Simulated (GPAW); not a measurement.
# TiC: optical spectrum from first principles

Aim: the dielectric function of TiC, and the optical constants that follow from it. The cell comes from an older database entry, whose edges can differ from later determinations, mostly by under a per cent.

Calculated with GPAW 26.7.0; DFT, PBE, plane-wave PAW (GPAW data sets), scalar-relativistic, RPA, optical limit.

The database entry behind the starting cell differs from later determinations by our own check (0.1 to 0.3 % short, probably kX units), so it need not match the best structure at ambient conditions.

## Step 1: The structure

Symmetry: Fm-3m, No. 225, cubic system. The conventional cell has a = 4.319 Å, b = 4.319 Å, c = 4.319 Å, α = 90.00°, β = 90.00°, γ = 90.00°. Nearest to Ti lie 6 C at 2.16 Å. C has 6 Ti at 2.16 Å nearest. Farther neighbours are not listed.

Coordinates:

```cif
data_structure
_symmetry_space_group_name_H-M 'Fm-3m'
_symmetry_Int_Tables_number 225
_cell_length_a 4.3186
_cell_length_b 4.3186
_cell_length_c 4.3186
_cell_angle_alpha 90.000
_cell_angle_beta 90.000
_cell_angle_gamma 90.000
_cell_volume 80.54
loop_
_atom_site_label
_atom_site_type_symbol
_atom_site_symmetry_multiplicity
_atom_site_Wyckoff_symbol
_atom_site_fract_x
_atom_site_fract_y
_atom_site_fract_z
_atom_site_occupancy
Ti1 Ti 4 a 0.00000 0.00000 0.00000 1
C1 C 4 b 0.50000 0.00000 0.00000 1
```

## Step 2: Dielectric function, RPA

Transitions between filled and empty bands, summed over the zone, give the optical response, so mesh, band count and broadening shape it.

The induced potential is part of this response.

The input, df.py:

```python
from gpaw.response.df import DielectricFunction

df = DielectricFunction('full.gpw', frequencies={'type': 'nonlinear', 'domega0': 0.03, 'omega2': 8},
                        ecut=50,
                        eta=0.15,
                        nbands=21,
                        rate=0.05,
                        txt='df.txt')
for direction in ['x']:
    df.get_dielectric_function(xc='RPA', direction=direction, filename=f'df_{direction}.csv')
```

Launch:

```bash
OMP_NUM_THREADS=1 python df.py
```

Output:

```text
Using integrator: PointIntegrator
NonLinearFrequencyDescriptor(from 0.000 to 89.957 eV, 531 points)
Nonperiodic BCs:  [False False False]
Using integrator: PointIntegrator
NonLinearFrequencyDescriptor(from 0.000 to 89.957 eV, 531 points)
Nonperiodic BCs:  [False False False]
Using integrator: PointIntegrator

Calculating chi0 body with:
    Ground state adapter containing:
    Number of spins: 1
    Number of kpoints: 8000
    Number of irreducible kpoints: 256
    Number of completely occupied states: 5
    Number of partially occupied states: 9

    Linear response parametrization:
    q_c: [0.0, 0.0, 0.0]
    Number of frequency points: 531
    Planewave cutoff: 50.0
    Number of bands: 21
    Number of planewaves: 15
    Broadening (eta): 0.15

Integrating chi0 body.

Symmetries of q_c:
    Direct symmetries (Uq -> q): 48
    Indirect symmetries (TUq -> q): 0
In total 48 allowed symmetries.

256 groups of equivalent kpoints. 96.8% reduction.

Integral kind: spectral function

Calculating chi0 optical extensions with:
    Ground state adapter containing:
    Number of spins: 1
    Number of kpoints: 8000
    Number of irreducible kpoints: 256
    Number of completely occupied states: 5
    Number of partially occupied states: 9

    Linear response parametrization:
    Number of frequency points: 531
    Planewave cutoff: 50.0
    Number of bands: 21
    Number of planewaves: 15
    Broadening (eta): 0.15
Integrating chi0 head and wings.

Symmetries of q_c:
    Direct symmetries (Uq -> q): 48
    Indirect symmetries (TUq -> q): 0
In total 48 allowed symmetries.

256 groups of equivalent kpoints. 96.8% reduction.

Integral kind: spectral function wings

Calculating drude chi0 with:
    Number of frequency points:531
    Plasma frequency decay rate: 0.05 eV

    Ground state adapter containing:
    Number of spins: 1
    Number of kpoints: 8000
    Number of irreducible kpoints: 256
    Number of completely occupied states: 5
    Number of partially occupied states: 9

Symmetries of q_c:
    Direct symmetries (Uq -> q): 48
    Indirect symmetries (TUq -> q): 0
In total 48 allowed symmetries.

256 groups of equivalent kpoints. 96.8% reduction.

Integral kind: intraband
Plasma frequency:
[[2.85-0.j 0.  +0.j 0.  +0.j]
 [0.  +0.j 2.85-0.j 0.  -0.j]
 [0.  +0.j 0.  -0.j 2.85-0.j]]
```

Elapsed: 8.6 s, on 1 thread of AMD EPYC 9R14 (Zen 4), shared host; peak memory 0.24 GiB.

Read-outs, printed or worked out from the files:

```
main peak of the optical conductivity above 1 eV, first axis : 6.861 eV
```

Some rows of df_x.csv (energy; Re and Im without local fields; Re and Im with them):

```text
0.000000, 3321.802586, -0.000000, 3321.605699, -0.000000
0.429336, -15.472542, 39.455088, -15.525212, 39.358813
0.878195, 6.393264, 27.517859, 6.395481, 27.451494
1.347938, 7.530834, 19.393003, 7.542664, 19.371033
1.840057, 8.321932, 16.103344, 8.318616, 16.097985
2.356191, 6.393194, 14.105096, 6.391622, 14.098386
2.898142, 3.563460, 15.468749, 3.585437, 15.481953
3.467895, 2.540103, 13.047104, 2.534679, 13.075398
4.067647, 2.317632, 11.378920, 2.294693, 11.408589
4.699832, 1.975266, 10.796492, 1.948530, 10.818489
5.367152, -1.224890, 10.697418, -1.269971, 10.696255
6.072622, -1.587583, 7.361436, -1.538374, 7.351418
6.819608, -1.093203, 9.378132, -0.944570, 9.482513
7.611886, -2.369142, 5.550030, -2.377390, 5.740166
8.453705, -1.495097, 4.299483, -1.601339, 4.467297
9.349861, -2.160804, 4.087596, -2.341077, 4.285982
10.305790, -1.709912, 2.121637, -2.038774, 2.201043
11.327680, -0.279017, 1.170179, -0.601962, 1.062528
12.422601, 0.655751, 1.928735, 0.405475, 1.786863
13.598673, 0.002277, 2.634178, -0.032103, 2.325282
```

Table of Im ε, E ∥ x by photon energy; read off at these points:

```csv
photon energy (eV),"Im ε, E ∥ x"
0.500,32.8
0.750,28.4
1.000,23.2
1.250,19.4
1.500,17.0
1.750,16.2
2.000,17.1
2.250,14.5
2.500,13.8
2.750,16.6
3.000,14.3
3.250,12.8
3.500,12.8
3.750,11.4
4.000,11.7
4.250,11.3
4.500,11.0
4.750,11.0
5.000,11.7
5.250,11.2
5.500,9.82
5.750,8.53
6.000,7.64
6.250,6.67
6.500,6.85
6.750,9.12
6.875,9.48
7.000,8.38
7.250,5.83
7.500,5.77
7.750,5.16
8.000,4.43
8.250,4.73
8.500,4.49
8.750,4.59
9.000,4.41
9.250,4.39
9.500,3.88
9.750,3.01
10.000,2.62
10.250,2.25
10.500,1.90
10.750,1.50
11.000,1.19
11.250,1.07
11.500,1.12
11.750,1.31
12.000,1.51
12.250,1.68
12.500,1.85
12.750,2.01
13.000,2.39
13.250,2.52
13.500,2.31
13.750,2.39
```

Re ε, E ∥ x against photon energy:

```csv
photon energy (eV),"Re ε, E ∥ x"
0.5,-4.62
1.0,4.61
1.5,7.90
2.0,7.72
2.5,7.09
3.0,3.15
3.5,2.37
4.0,2.49
4.5,1.58
5.0,0.977
5.5,-1.73
6.0,-1.63
6.5,0.511
7.0,-3.31
7.5,-2.12
8.0,-1.77
8.5,-1.55
9.0,-1.87
9.5,-2.66
10.0,-2.34
10.5,-1.97
11.0,-1.24
11.5,-0.281
12.0,0.233
12.5,0.408
13.0,0.500
13.5,-0.0701
```

The refractive index n and extinction k by photon energy:

```csv
photon energy (eV),n,k
0.5,3.78,4.34
1.0,3.76,3.09
1.5,3.65,2.33
2.0,3.64,2.35
2.5,3.36,2.05
3.0,2.98,2.40
3.5,2.77,2.31
4.0,2.69,2.18
4.5,2.52,2.18
5.0,2.53,2.33
5.5,2.03,2.42
6.0,1.76,2.17
6.5,1.92,1.78
7.0,1.69,2.48
7.5,1.42,2.03
8.0,1.23,1.81
8.5,1.26,1.78
9.0,1.21,1.82
9.5,1.01,1.92
10.0,0.765,1.71
10.5,0.620,1.53
11.0,0.490,1.22
11.5,0.661,0.848
12.0,0.938,0.805
12.5,1.07,0.863
13.0,1.21,0.985
13.5,1.06,1.09
```

The reflectivity at normal incidence, E ∥ x has structure finer than the step of the table below, so its rows give means over 0.5 eV, whole bins alone (the curve runs from 0.305 to 14.0 eV). Peaks (eV: height): 5.42: 46.1, 7.10: 50.5, 10.59: 50.7.

Table of reflectivity at normal incidence, E ∥ x by photon energy; means over each step:

```csv
photon energy (eV),"reflectivity at normal incidence, E ∥ x (%)"
1.0,52.3
1.5,46.7
2.0,45.3
2.5,43.2
3.0,44.6
3.5,42.5
4.0,40.8
4.5,41.0
5.0,43.2
5.5,45.5
6.0,42.6
6.5,36.7
7.0,47.5
7.5,44.5
8.0,41.5
8.5,39.2
9.0,40.8
9.5,47.1
10.0,49.0
10.5,49.7
11.0,45.6
11.5,25.2
12.0,15.4
12.5,14.8
13.0,17.9
13.5,22.2
```

Values under 1 per cm are given as 1. The absorption coefficient, E ∥ x by photon energy:

```csv
photon energy (eV),"absorption coefficient, E ∥ x (1/cm)"
0.492,2.2e5
1.010,3.1e5
1.486,3.5e5
1.985,4.7e5
2.508,5.2e5
3.018,7.3e5
3.510,8.2e5
3.980,8.8e5
4.516,9.9e5
4.981,1.2e6
5.515,1.3e6
6.021,1.3e6
6.494,1.2e6
6.985,1.8e6
7.496,1.5e6
8.026,1.5e6
8.516,1.5e6
9.023,1.7e6
9.483,1.8e6
10.026,1.7e6
10.519,1.6e6
11.029,1.3e6
11.479,9.9e5
12.023,9.8e5
12.504,1.1e6
13.000,1.3e6
13.512,1.5e6
```

At chosen wavelengths:

```csv
wavelength (nm),n,k,R (%),1/α
1064,3.75,2.494,47.9,34 nm
800,3.68,2.311,46.0,28 nm
532,3.31,2.143,42.8,20 nm
450,3.44,2.413,46.1,15 nm
405,2.93,2.340,44.0,14 nm
365,2.91,2.308,43.5,13 nm
193,1.79,1.788,34.8,8.6 nm
```

A polished face would reflect 44 % of daylight and look light grey (CIE x = 0.316, y = 0.324 under D65).

## Step 3: Outcome

```
main peak of the optical conductivity above 1 eV, first axis : 6.86 eV
```

In words: At this level (PBE, RPA) TiC is a metal; it reflects 43 % at 550 nm. A polished face would reflect 44 % of daylight and look light grey (CIE x = 0.316, y = 0.324 under D65). The carriers' damping of 0.05 eV is typed, not computed; it shapes the response at the lowest energies. The sum runs over mesh points, so small or evenly spaced maxima can still be ripples of the mesh. In this version of GPAW the matrix elements of the optical limit are incomplete, which can lower ε − 1 by up to a tenth where first-row anions or d states rule, and shift it by more in d metals. GPAW's carrier term has the form −ωp²/(ω + i·rate)², which damps like twice the rate and fails at low energy, so the curves leave the lowest energies out.

[Machine, clock and banner lines and Python warnings are left out of the logs.]

[Logs are printed without paths, hosts, clocks, repeated set-up lines and the standing remarks that a program may print on its own settings, such as how far it seeks lower states.]

[Hosts, paths, dates, database ids (printed as entryN), source tags and the programs' standing remarks are cut or masked in the printed files.]
